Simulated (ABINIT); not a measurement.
# Calculated records

Quasiparticle gap of P2Ir (P2_1/c) in ABINIT. The structure is monoclinic, space group P2_1/c (No. 14). The conventional cell has a = 5.772 Å, b = 5.807 Å, c = 5.872 Å, α = 90.00°, β = 111.25°, γ = 90.00°. Nearest to P lie 1 P at 2.22 Å and 3 Ir at 2.41 to 2.42 Å. P has 1 P at 2.22 Å and 3 Ir at 2.33 to 2.35 Å nearest. Nearest to Ir lie 6 P at 2.33 to 2.42 Å. Farther neighbours, and contacts between anions beyond the nearest, are not listed. The calculation used RPA screening on LDA, plane waves, norm-conserving pseudopotentials (and 2 further levels or steps) in ABINIT 10.8.3, with cutoff 24 Ha, PseudoDojo scalar-relativistic 0.4.1 standard, norm-conserving, potential set dojo-sr-lda-0.4.1-standard, ngkpt (2, 2, 2), nband 175, ecuteps 3.9 Ha, inclvkb 2, shiftk (0, 0, 0), symchi 1, awtr 1, frequency ppm, 2×2×2 k-mesh. The LDA gap is 0.62 eV, indirect and the G0W0 gap on the mesh is 1.35 eV. The GW settings are 2×2×2 mesh, 175 bands, screening to 106.1 eV, Godby-Needs plasmon pole and the known limits are short of the basis limit; no spin polarisation; d states lean on the start; no spin-orbit coupling; coarse k mesh. It took 4 runs, 5.2 min in all on 8 MPI ranks of Intel Xeon 6975P-C (Granite Rapids), shared host. G0W0 moves the gap on the mesh from 0.62 eV to 1.35 eV (+0.73 eV), with Z of 0.80 and 0.80 at the edges. Local fields lower the RPA ε∞ on this mesh from 20.00 to 18.85; a Γ-centred mesh this coarse tends to raise both, most where the direct gap is narrow, while a short band sum lowers them. The cell and positions are those that the Materials Project relaxed with its own functionals (PBE, PBE+U or r2SCAN), kept fixed. Limits: no spin polarisation; d states lean on the start; no spin-orbit coupling. The 2×2×2 mesh is coarse for this cell, which bears on the long-range parts of exchange and screening. The runs have no spin polarisation. For a closed low-spin shell that is the natural state; where a d or f shell is open it is a constraint, and the gap is then not the crystal's own.

```
P Ir
1.0
     5.77234    0.00000    0.00000
     0.00000    5.80673    0.00000
    -2.12850    0.00000    5.47314
P Ir
8 4
Direct
  0.15801 0.88188 0.87029
  0.84199 0.38188 0.62971
  0.84199 0.11812 0.12971
  0.15801 0.61812 0.37029
  0.33432 0.37721 0.18855
  0.66568 0.87721 0.31145
  0.66568 0.62279 0.81145
  0.33432 0.12279 0.68855
  0.27187 0.49883 0.79158
  0.72813 0.99883 0.70842
  0.72813 0.50117 0.20842
  0.27187 0.00117 0.29158
```

[Long decimals in the printed logs are rounded to 6 places.]

[Logs are printed without paths, hosts, clocks, repeated set-up lines and the standing remarks that a program may print on its own settings, such as how far it seeks lower states.]

[Paths, hosts, dates, memory and timing lines, banners, echoed tables and standing remarks are left out of the program output; an Ansatz launch command may be rebuilt from the run's recorded settings. Measured values are a selection of at most five: reports struck by readers or far from the other reports are left out. None is set beside runs whose start may be inverted or whose files or cutoffs have a known fault.]

[Runs of the session that timed out or met a known fault of the program may be left out.]

[Hosts, paths, dates, database ids (printed as entryN), source tags and the programs' standing remarks are cut or masked in the printed files.]

[G0W0 gaps are taken among the corrected bands and points alone; a level outside them can change the order at an edge.]

[Where Ansatz stands beside ABINIT at settings called matched, ABINIT's density can come from a denser mesh and the files from another edition; pairs whose starting gaps differed by over 0.03 eV were left out, so agreement reads better than it is.]
